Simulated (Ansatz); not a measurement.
# Bands, cutoff and cost in G0W0 for BAs (F-43m), part 2 of 2

How do accuracy and time trade against each other in G0W0 on BAs (F-43m)?

Ansatz 0.2.0; G0W0 on PBE, plane waves, PAW. Known limits of the many-body steps: not at the basis limit; no spin-orbit coupling; coarse k mesh.

So far. Step 4 (175 empty bands, screening to 200 eV): Against the run with 6×6×6 mesh, 81 empty bands, screening to 120 eV, the gap moves by +0.07 eV. Step 5 (Changing the k mesh: 4×4×4 mesh, 81 empty bands …): Against the run with 6×6×6 mesh, 81 empty bands, screening to 120 eV, the gap moves by +0.03 eV, while the start moved by +0.14 eV. A band edge is found at another k point on this mesh.

### 6. Changing the frequency model: 6×6×6 mesh, 81 empty bands, screening to 120 eV, plasmon pole

A plasmon pole stands in for the full frequency dependence of the screening; this run shows what that costs in accuracy.

File input.yaml:

```yaml
crystal:
  lattice:
    - [0.0, 2.3885, 2.3885]
    - [2.3885, 0.0, 2.3885]
    - [2.3885, 2.3885, 0.0]
  atoms:
    - { symbol: B, position: [0.0, 0.0, 0.0] }
    - { symbol: As, position: [0.25, 0.25, 0.25] }
kpoints:
  mp_grid: { grid: [6, 6, 6] }
hamiltonian:
  xc: pbe
scf:
  occupations: { method: fixed }
gw:
  n_empty_bands: 81
  ecut_chi: 120
  qp_bands: [v2, c2]
  qp_kpoints: band_edges
  screening: { model: godby_needs }
```

Run with:

```bash
$ ansatz run input.yaml --threads 3 --pin off --max-ram 92160MiB --backend cuda --events-out ev --progress --plain --runs-dir out --devices 1 --max-vram 13GiB  # rebuilt from the run's record
```

Numbers of over 12 decimals in the logs are rounded to 6 here.

Output:

```text
GPUs: using 1 of 1 available (devices: 1).
[...]
GPU FFT provider: cuFFT
GPU libraries: cuBLAS 13.8.2, cuFFT 12.4.0, cuSOLVER 12.3.4
Crystal: 2 atoms, lattice volume = 27.252 Å³
Basis set: ecut = 420 eV, 531 PW (Γ)
Bands: 13, of which v1, the nominal top of the filled ones, is band 9 counted from 1 (8 counted from 0)
Symmetry: 24 space group operations
[...]
k-points: 16 of 216 (time reversal used)
[...]
1    11     15.2984    -9.0525    -4.5928   -14.0341  0.8026    15.6879    15.6871  root
[...]
12     8      7.0555   -16.8511     2.4446   -13.7043  0.7887     6.3503     6.3533  root
    12     9      7.0555   -16.8511     2.4446   -13.7043  0.7887     6.3503     6.3533  root
    12    10     12.5682    -7.9415    -4.0784   -12.0336  0.8137    12.5819    12.5819  root
    12    11     12.5786    -7.6522    -4.1297   -11.9417  0.8170    12.7385    12.7384  root
[key lines of the parts left out:]
SCF converged after 6 iterations
Free energy (F): -5012.081585 eV
Fermi energy:    11.131865 eV
```

Elapsed: 6.4 s, on 1 × NVIDIA H100 80GB HBM3 (shared by 6 runs) with 3 threads of AMD EPYC 7R13 (Zen 3), shared host; peak memory 1 GiB; 8.9 s of CPU time.

This step gave:

- bands summed: 90
- plasmon-pole fit frequency: 30.18 eV
- RPA ε∞ on this mesh (eigenvalues): 10.60, 10.60, 10.60
- plane waves in the screening matrix: 65
- G0W0 gap on the mesh: 1.851 eV
- k of the valence top: 0, 0, 0
- k of the conduction bottom: 0, 0.3333, 0.3333
- starting gap on the mesh: 1.281 eV
- least direct G0W0 gap on the computed points: 4.076 eV

Against the run with 6×6×6 mesh, 81 empty bands, screening to 120 eV, the gap moves by −0.02 eV.

### 7. Changing the files: 6×6×6 mesh, 81 empty bands, screening to 120 eV, hard PAW files

Other atomic data (hard PAW) test the pseudisation: the cutoff goes from 420 to 710 eV, with the same valence electrons.

Edit input.yaml of step 6 so:

```diff
@@ -12,2 +12,3 @@
   xc: pbe
+  pseudopotentials: { kind: paw, source: ansatz }
 scf:
@@ -19,2 +20,2 @@
   qp_kpoints: band_edges
-  screening: { model: godby_needs }
+  screening: { model: contour_deformation }
```

Output:

```text
GPUs: using 1 of 1 available (devices: 1).
[...]
GPU FFT provider: cuFFT
GPU libraries: cuBLAS 13.8.2, cuFFT 12.4.0, cuSOLVER 12.3.4
Crystal: 2 atoms, lattice volume = 27.252 Å³
Basis set: ecut = 710 eV, 1211 PW (Γ)
Bands: 13, of which v1, the nominal top of the filled ones, is band 9 counted from 1 (8 counted from 0)
Symmetry: 24 space group operations
[...]
k-points: 16 of 216 (time reversal used)
[...]
1    11     15.2293    -9.0510    -4.6146   -14.0290  0.7868    15.5940    15.5927  root
[...]
12     8      6.9851   -16.8489     2.4864   -13.7048  0.7652     6.3213     6.3274  root
    12     9      6.9851   -16.8489     2.4864   -13.7048  0.7652     6.3213     6.3274  root
    12    10     12.4982    -7.9424    -4.0392   -12.0378  0.8043    12.5545    12.5545  root
    12    11     12.5085    -7.6744    -4.1302   -11.9605  0.8086    12.6646    12.6644  root
[key lines of the parts left out:]
SCF converged after 7 iterations
Free energy (F): -5012.118612 eV
Fermi energy:    11.060173 eV
```

Run time: 9.3 s. Hardware: 1 × NVIDIA H100 80GB HBM3 (shared by 6 runs) with 3 threads; peak memory 1 GiB; 13 s of CPU time.

Numbers from this step:

```
bands summed                                 : 90
RPA ε∞ on this mesh (eigenvalues)            : 10.59, 10.59, 10.59
plane waves in the screening matrix          : 65
G0W0 gap on the mesh                         : 1.876 eV
k of the valence top                         : 0, 0, 0
k of the conduction bottom                   : 0, 0.3333, 0.3333
starting gap on the mesh                     : 1.282 eV
least direct G0W0 gap on the computed points : 4.070 eV
```

Against the run with 6×6×6 mesh, 81 empty bands, screening to 120 eV, the gap moves by +0.004 eV.

### 8. Convergence and cost

Times are wall times on 1 × NVIDIA H100 80GB HBM3 (shared by 6 runs) with 3 threads of AMD EPYC 7R13 (Zen 3), shared host, good to a factor of about two.

```tsv
mesh	files	frequency	bands summed	cutoff (eV)	start (eV)	G0W0 (eV)	time	host memory (GiB)
6×6×6	default PAW	contour deformation	37	60	1.281	1.681	3.6 s	1.00
6×6×6	default PAW	contour deformation	90	120	1.281	1.872	3.9 s	1.0
6×6×6	default PAW	contour deformation	184	200	1.281	1.943	6.3 s	1.1
4×4×4	default PAW	contour deformation	90	120	1.422	1.902	2.6 s	1.0
6×6×6	default PAW	plasmon pole	90	120	1.281	1.851	6.4 s	1.0
6×6×6	hard PAW	contour deformation	90	120	1.282	1.876	9.3 s	1.0
```

The parts of the quasiparticle energy at the two band edges (eV; QP = start + Σx + Σc − Vxc):

```tsv
run	edge	start	Σx	Σc	Vxc	Z	QP
37 bands	valence top	11.13	-16.45	1.44	-15.05	0.80	11.18
37 bands	conduction bottom	12.41	-8.31	-3.64	-12.40	0.81	12.86
90 bands	valence top	11.13	-16.45	0.95	-15.05	0.79	10.68
90 bands	conduction bottom	12.41	-8.31	-3.94	-12.40	0.80	12.56
184 bands	valence top	11.13	-16.45	0.77	-15.05	0.79	10.50
184 bands	conduction bottom	12.41	-8.31	-4.06	-12.40	0.80	12.44
```

### 9. What came out

- 37 bands, 60 eV: 1.681 eV
- 90 bands, 120 eV: 1.872 eV
- 184 bands, 200 eV: 1.943 eV
- estimated limit in bands and cutoff: 2.01 eV
- mesh and start: 6×6×6, PBE

In words: A line in one over the bands through the two highest rungs gives 2.01 eV, +0.07 eV from the top rung; the pair below gives 2.01 eV, in fair agreement. The rungs stand 0.33 eV (37 bands), 0.14 eV (90 bands) and 0.07 eV (184 bands) from it. From 37 to 184 bands the gap moves by +0.26 eV. Σc changes by −0.67 eV at the valence top and −0.41 eV at the conduction bottom, so the levels themselves move more than the gap between them. On the 4×4×4 mesh in place of 6×6×6 the gap differs by +0.03 eV, of which +0.14 eV is already in the start. The plasmon-pole model gives −0.02 eV against contour deformation, 4 % of the correction, and saved no time in this program. Hard PAW files move the gap by +0.004 eV at equal bands and cutoff, +0.002 eV of it in the start. The cheapest rung within 0.1 eV of this estimate is that with 184 bands (6.3 s). The 6×6×6 mesh misses a band edge: over a band path and its finer mesh (run apart) the PBE gap is 1.18 eV, so the G0W0 gap over the zone may lie about 0.10 eV below its value on the mesh. The many-body steps are scalar-relativistic: spin-orbit coupling is not in them.

[Paths, hosts, dates, memory and timing lines, banners, echoed tables and standing remarks are left out of the program output.]

[Logs are printed without paths, hosts, clocks, repeated set-up lines and the standing remarks that a program may print on its own settings, such as how far it seeks lower states.]

[Runs of the session that timed out or met a known fault of the program may be left out.]

[Cells called generated may have been cut or substituted from an entry of the Crystallography Open Database or the Materials Project.]

[Hosts, paths, dates, database ids (printed as entryN), source tags and the programs' standing remarks are cut or masked in the printed files.]
